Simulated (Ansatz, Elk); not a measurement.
# Bonding as seen by X-rays: ZnAs2Pb2, part 2 of 2

The structure of ZnAs2Pb2 used here is made up (a known structure type with other elements) and was relaxed beforehand with PBE. The aim is the Fourier transform of its all-electron density, F(hkl), set beside the sum over free spherical atoms that refinements use.

Elk 11.2.3 (patched build); all-electron DFT.

So far: Set-up; Ground state and structure factors; The highest occupied states alone.

The structure was built from a prototype and need not be the compound's stable phase.

### 4. Another try

Level of this step: DFT, PBE, all-electron APW+lo, Dirac cores, scalar-relativistic bands, static density, no spin (Elk).

In this try the input is made faulty on purpose, to show what that does.

The input is changed as shown.

elk.in reads:

```
tasks
  0
  195

xctype
  20

spinpol
  .false.

rgkmax
  3.5

gmaxvr
  14.0

lmaxo
  7

lmaxapw
  8

swidth
  0.002

tshift
  .false.

ramdisk
  .false.

hmaxvr
  5.5

maxscl
  60

epspot
  1e-06

sppath
  './'

avec
  8.02478035415 -0.00000000000 0.00000000000
  -4.01239017707 6.94966364648 0.00000000000
  0.00000000000 0.00000000000 16.29809959276

atoms
  3
  'Pb.in'
  2
  -0.0000000000 0.0000000000 0.2977506789   0.000000 0.000000 0.000000
  -0.0000000000 0.0000000000 0.7022493211   0.000000 0.000000 0.000000
  'As.in'
  2
  0.3333333333 0.6666666667 0.0000000000   0.000000 0.000000 0.000000
  0.6666666667 0.3333333333 0.5000000000   0.000000 0.000000 0.000000
  'Zn.in'
  1
  0.6666666667 0.3333333333 0.0000000000   0.000000 0.000000 0.000000

ngridk
  6 6 3
```

Command:

```sh
$ OMP_NUM_THREADS=4 elk
```

Numbers of over 12 decimals in the logs are rounded to 6 here.

The log of the run:

```text
┌─────────────────────────┐
│ Elk code version 11.2.3 │
└─────────────────────────┘

All units are atomic (Hartree, Bohr, etc.)

┌─────────────────────────────────────────────────┐
│ Ground-state run starting from atomic densities │
└─────────────────────────────────────────────────┘

Lattice vectors :
   8.024780354      -0.000000000       0.000000000
  -4.012390177       6.949663646       0.000000000
   0.000000000       0.000000000       16.29809959

Reciprocal lattice vectors :
  0.7829728703      0.4520495974      -0.000000000
[...]
total in muffin-tins        :    250.4486028
 total calculated charge     :    259.9966923
 total charge                :    260.0000000
 error                       :   0.3307687939E-02

┌──────────────────────────────┐
│ Self-consistent loop stopped │
└──────────────────────────────┘

Warning : the lowest level lies among the core levels :   -2.712242422      -2.566671755

Warning : core states of species 1 leak from the muffin-tin :   0.1241670974E-02

Warning : core states of species 2 leak from the muffin-tin :   0.2789803990E-03

Warning : core states of species 3 leak from the muffin-tin :   0.1688319131E-03

Wrote STATE.OUT
[key lines of the parts left out:]
total energy                :     -48174.234353074
```

The job ended after 38 s (4 threads of Arm Neoverse V1, shared host; peak memory 0.25 GiB; 81 s of CPU time).

The run finished. A setting was moved off its sound value on purpose, so it serves as a test and not as the result.

The fault put into the input: a cutoff far too low.

Its structure factors differ from the first run's by R = 0.1 %.

### 5. Another functional

The difference from free atoms is small, so it is set against the change that LDA (Perdew-Wang) makes.

elk.in, as its differences from that of step 4:

```diff
@@ -5,3 +5,3 @@
 xctype
-  20
+  3
 
@@ -11,3 +11,3 @@
 rgkmax
-  3.5
+  7.0
 
@@ -35,3 +35,3 @@
 maxscl
-  60
+  120
```

Command:

```sh
$ OMP_NUM_THREADS=4 elk
```

The log of the run:

```text
┌─────────────────────────┐
│ Elk code version 11.2.3 │
└─────────────────────────┘

All units are atomic (Hartree, Bohr, etc.)

┌─────────────────────────────────────────────────┐
│ Ground-state run starting from atomic densities │
└─────────────────────────────────────────────────┘

Lattice vectors :
   8.024780354      -0.000000000       0.000000000
  -4.012390177       6.949663646       0.000000000
   0.000000000       0.000000000       16.29809959

Reciprocal lattice vectors :
  0.7829728703      0.4520495974      -0.000000000
[...]
total in muffin-tins        :    251.5116998
 total calculated charge     :    259.9965165
 total charge                :    260.0000000
 error                       :   0.3483451008E-02

┌──────────────────────────────┐
│ Self-consistent loop stopped │
└──────────────────────────────┘

Warning : the lowest level lies among the core levels :   -2.766876637      -2.601063945

Warning : core states of species 1 leak from the muffin-tin :   0.1180556223E-02

Warning : core states of species 2 leak from the muffin-tin :   0.2764945778E-03

Warning : core states of species 3 leak from the muffin-tin :   0.1574624691E-03

Wrote STATE.OUT
[key lines of the parts left out:]
total energy                :     -48144.360075235
```

The job ended after 35 s (4 threads; peak memory 0.18 GiB).

Against the first run R = 0.01 %; the largest change is -0.050 at 300.

### 6. Basis size

The basis and the expansions that go with it are enlarged, to see whether the differences are converged.

elk.in, as its differences from that of step 5:

```diff
@@ -5,3 +5,3 @@
 xctype
-  3
+  20
 
@@ -11,12 +11,12 @@
 rgkmax
-  7.0
+  8.5
 
 gmaxvr
-  14.0
+  18.0
 
 lmaxo
-  7
+  9
 
 lmaxapw
-  8
+  10
```

Command:

```sh
$ OMP_NUM_THREADS=4 elk
```

The log of the run:

```text
┌─────────────────────────┐
│ Elk code version 11.2.3 │
└─────────────────────────┘

All units are atomic (Hartree, Bohr, etc.)

┌─────────────────────────────────────────────────┐
│ Ground-state run starting from atomic densities │
└─────────────────────────────────────────────────┘

Lattice vectors :
   8.024780354      -0.000000000       0.000000000
  -4.012390177       6.949663646       0.000000000
   0.000000000       0.000000000       16.29809959

Reciprocal lattice vectors :
  0.7829728703      0.4520495974      -0.000000000
[...]
total in muffin-tins        :    251.4908545
 total calculated charge     :    259.9969128
 total charge                :    260.0000000
 error                       :   0.3087191066E-02

┌──────────────────────────────┐
│ Self-consistent loop stopped │
└──────────────────────────────┘

Warning : the lowest level lies among the core levels :   -2.760485265      -2.586258448

Warning : core states of species 1 leak from the muffin-tin :   0.1173619723E-02

Warning : core states of species 2 leak from the muffin-tin :   0.2745899609E-03

Warning : core states of species 3 leak from the muffin-tin :   0.1535807506E-03

Wrote STATE.OUT
[key lines of the parts left out:]
total energy                :     -48175.648061087
```

It took 2.3 min on 4 threads; peak memory 0.48 GiB.

Against the first run R = 0.00 %; the largest change is -0.016 at 300.

### 7. Settings against the effect

```csv
run,R against the first run (%),"R against neutral atoms, low angle (%)",wall time
"PBE, rgkmax 7",0.00,0.23,52 s
LDA (Perdew-Wang),0.01,0.23,35 s
rgkmax 8.5 with larger expansions,0.00,0.23,2.3 min
```

### 8. Summary of results

```yaml
r_against_neutral_atoms_sin_theta_lambda_0p3_a_minus1: 0.23 %
r_against_neutral_atoms_0p3_to_0p78_a_minus1: 0.07 %
```

**Reading.** Independent neutral atoms miss the calculated amplitudes by R = 0.23 % below 0.3 Å⁻¹ and 0.07 % from there to 0.78 Å⁻¹; by shells, 0.25 % below 0.15 Å⁻¹ (4 forms), 0.23 % 0.15 to 0.3 (13 forms), 0.09 % 0.3 to 0.45 (21 forms), 0.06 % above 0.45 (111 forms). Bonding, aspherical density and the tables' own atoms all enter these figures, and the runs don't part them. The largest change of an amplitude is -0.54 electrons, at 002. R counts amplitudes alone; phases shift too. The window's part falls from 30.0 electrons at the origin to at most 3.12 between 0.45 and 0.78 Å⁻¹, where compact states inside the window still scatter. Below 0.3 Å⁻¹ the changes that finished (LDA (Perdew-Wang) and rgkmax 8.5 with larger expansions) move F by R = 0.01 % at most, against the 0.23 % that separates it from free atoms. The k-mesh has no finished test. Spin-orbit coupling is left out, which can matter for elements this heavy. Part of the difference isn't bonding: the tables are fits to free atoms and ions calculated by other methods than this functional. Thermal motion, anomalous dispersion and extinction are left out.

[Logs are printed without paths, hosts, clocks, repeated set-up lines and the standing remarks that a program may print on its own settings, such as how far it seeks lower states.]

[Hosts, paths, dates, database ids (printed as entryN), source tags and the programs' standing remarks are cut or masked in the printed files.]
